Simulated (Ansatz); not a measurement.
# K2Pt (Fm-3m): phonons and vibrational spectra, part 2 of 2

How does K2Pt (Fm-3m) vibrate, and is this structure a minimum?

Ansatz 0.2.0; DFT PBEsol, scalar-relativistic, plane waves, PAW; PAW set soft_1.

So far. Step 3 (Relaxing to small forces for the phonons): The forces vanish by symmetry and the pressure is 0.000 GPa, within the tolerances set. The cell now holds 34.82 Å³/atom. Step 4 (Modes at Γ): Before it was imposed, the acoustic sum rule was missed by 5.9e-5 eV/Å² and the charge sum rule by 8.3e-4 e. Small misses are needed for a sound result but don't prove that mesh and cutoff are converged. The lowest optical mode is real, 92.8 cm⁻¹. The relaxed cell has a = 7.476 Å (conventional setting).

**5. Phonons on a q mesh (continued)**

The partial phonon density of states has structure finer than the step of the table below, so its rows give means over 10 cm⁻¹, whole bins alone (the curve runs from -10 to 166 cm⁻¹). Peaks (cm⁻¹: height): K 87.2: 0.0814, 123.6: 0.115; Pt 43.0: 0.0896, 58.5: 0.105.

Phonopy on the run's constants, 13x13x13 mesh, Gaussian sigma 2.0 cm-1. Interpolated from a 4×4×4 q mesh. Table of partial phonon density of states by wavenumber; means over each step; values in 1/cm⁻¹/cell:

| wavenumber (cm⁻¹) | K | Pt |
| --- | --- | --- |
| 0 | 5.9e-5 | 1.4e-4 |
| 10 | 0.00104 | 0.00278 |
| 20 | 0.00370 | 0.0113 |
| 30 | 0.00901 | 0.0382 |
| 40 | 0.0129 | 0.0843 |
| 50 | 0.00666 | 0.0600 |
| 60 | 0.00810 | 0.0662 |
| 70 | 0.0404 | 0.00310 |
| 80 | 0.0704 | 0.00748 |
| 90 | 0.0784 | 0.0102 |
| 100 | 0.0692 | 0.00547 |
| 110 | 0.0720 | 0.00261 |
| 120 | 0.110 | 0.00357 |
| 130 | 0.0718 | 0.00355 |
| 140 | 0.0373 | 8.2e-4 |
| 150 | 0.00917 | 7.4e-5 |
| 160 | 2.6e-5 | 0 |

Harmonic thermodynamic functions per atom, from the density of states. Interpolated from a 4×4×4 q mesh. Thermodynamic functions, by row:

```
T (K)  F_vib (meV/atom)  S (J/mol-atom/K)  C_V (J/mol-atom/K)
    0              15.8                 0                   0
   50             13.68             11.06               15.48
  100              4.33             24.24               21.74
  200            -29.92             40.27               24.07
  300             -77.1             50.14               24.55
  400            -132.9             57.23               24.72
  500            -195.2             62.75                24.8
  600            -262.6             67.28               24.84
  700            -334.4             71.11               24.87
  800            -409.9             74.43               24.89
  900            -488.6             77.36                24.9
 1000            -570.1             79.98               24.91
```

Harmonic mean-square displacement, third of the trace. Interpolated from a 4×4×4 q mesh. Mean square displacements, by row:

```
T (K)  K1 U_eq (Å²)  K2 U_eq (Å²)  Pt3 U_eq (Å²)
    0       0.00476       0.00476        0.00198
  100       0.01065       0.01065        0.00787
  300       0.02929       0.02929        0.02305
  600       0.05807       0.05807          0.046
```

Symmetry leaves 8 wavevectors to solve. The lowest mode among them, the acoustic zeros apart, lies at q = (0, 0, 0.25) and is real, 24.7 cm⁻¹.

**6. Isotope substitution**

An isotope changes the mass and not the force constants, so no new electronic calculation is needed; the shifts show which modes move this element.

The same force constants with the mass of K changed from 39.098 to 40.962 u (phonopy, no LO-TO term). Both lists are sorted by frequency; levels can cross, so a row need not hold one and the same mode. Modes under 3 cm⁻¹ are left out. Isotope shifts, by row:

```
          q  rank  natural mass (cm⁻¹)  changed mass (cm⁻¹)
      0 0 0     4                 92.8                91.28
      0 0 0     5                 92.8                91.28
      0 0 0     6                 92.8                91.28
      0 0 0     7                118.3                115.6
      0 0 0     8                118.3                115.6
      0 0 0     9                118.3                115.6
   0 0 0.25     1                24.74                24.61
   0 0 0.25     2                24.74                24.61
   0 0 0.25     3                43.22                43.04
   0 0 0.25     4                95.87                94.11
   0 0 0.25     5                95.87                94.11
   0 0 0.25     6                109.8                107.4
   0 0 0.25     7                  114                111.4
   0 0 0.25     8                  114                111.4
   0 0 0.25     9                124.1                121.7
   0 0 -0.5     1                34.66                34.56
   0 0 -0.5     2                34.66                34.56
   0 0 -0.5     3                63.14                63.14
   0 0 -0.5     4                104.2                101.8
   0 0 -0.5     5                104.2                101.8
   0 0 -0.5     6                104.3                101.9
   0 0 -0.5     7                104.4                102.3
   0 0 -0.5     8                104.4                102.3
   0 0 -0.5     9                122.7                119.8
0 0.25 0.25     1                27.42                27.26
0 0.25 0.25     2                27.42                27.26
0 0.25 0.25     3                48.36                48.24
0 0.25 0.25     4                 85.3                 83.8
0 0.25 0.25     5                 85.3                 83.8
0 0.25 0.25     6                 94.8                92.61
0 0.25 0.25     7                121.6                118.8
0 0.25 0.25     8                121.6                118.8
0 0.25 0.25     9                135.4                132.6
```

A mode of this element alone would shift by -2.30 %. The highest zone-centre frequency without the field goes from 118.3 to 115.6 cm⁻¹ (-2.3 %). The product of the frequency ratios over all optical modes at Γ is 0.888; the product rule, (m/m′)^(3k/2) (M′/M)^(3/2) with k = 2 such atoms and M the mass of the cell, gives 0.887.

**7. Summary of results**

```json
{"space group after relaxation (within 0.01 Å)": "Fm-3m", "volume per atom": "34.8 Å³", "gap on the k-mesh": "1.40 eV", "highest optical mode at the zone centre (no LO-TO term)": "118 cm⁻¹", "top of the zone-centre spectrum with the field": "121 cm⁻¹", "lowest optical zone-centre mode": "92.8 cm⁻¹", "mean high-frequency dielectric constant": "5.00", "mean static dielectric constant": "8.51", "largest Born charge (third of the trace)": "-1.89 e", "lowest mode on the q mesh (acoustic modes at Γ apart)": "24.7 cm⁻¹", "highest frequency on the path or at a solved wavevector": "152 cm⁻¹", "zero-point energy per atom": "15.8 meV", "heat capacity at 300 K": "24.5 J/(mol atoms K)", "vibrational entropy at 300 K": "50.1 J/(mol atoms K)", "Debye temperature (second moment)": "170 K", "imaginary modes on the 4×4×4 q mesh": "none"}
```

What this shows: The structure is a minimum as far as tested: no mode is imaginary at the 8 irreducible wavevectors of the 4×4×4 mesh, and the softest away from the acoustic zeros lies at 25 cm⁻¹. Without the field, the optical modes at Γ span 93 to 118 cm⁻¹. The highest mode in this list at Γ, 118.3 cm⁻¹, is mostly motion of K (100 % of the kinetic energy). With the macroscopic field of the longitudinal modes the top of the zone-centre spectrum lies at 121 cm⁻¹, against 118 cm⁻¹ without it. Lattice motion raises the mean dielectric constant from 5.001 to 8.509. The strongest infrared line is at 93 cm⁻¹. Averaged over orientations, the strongest Raman line at 532 nm and 300 K is at 118 cm⁻¹. The tensors are the static, non-resonant ones, while 532 nm light (2.33 eV) lies above the computed gap. The program warns that the interpolation holds no quadrupole term, so branches close to Γ can be off in this crystal. Spin-orbit coupling is left out, which can matter for the heavy elements here. The PAW files were made for PBE and serve the other functionals too. These are harmonic frequencies at zero temperature: anharmonic shifts, linewidths and thermal expansion are left out.

[Logs are printed without paths, hosts, clocks, repeated set-up lines and the standing remarks that a program may print on its own settings, such as how far it seeks lower states.]

[Hosts, paths, dates, database ids (printed as entryN), source tags and the programs' standing remarks are cut or masked in the printed files.]
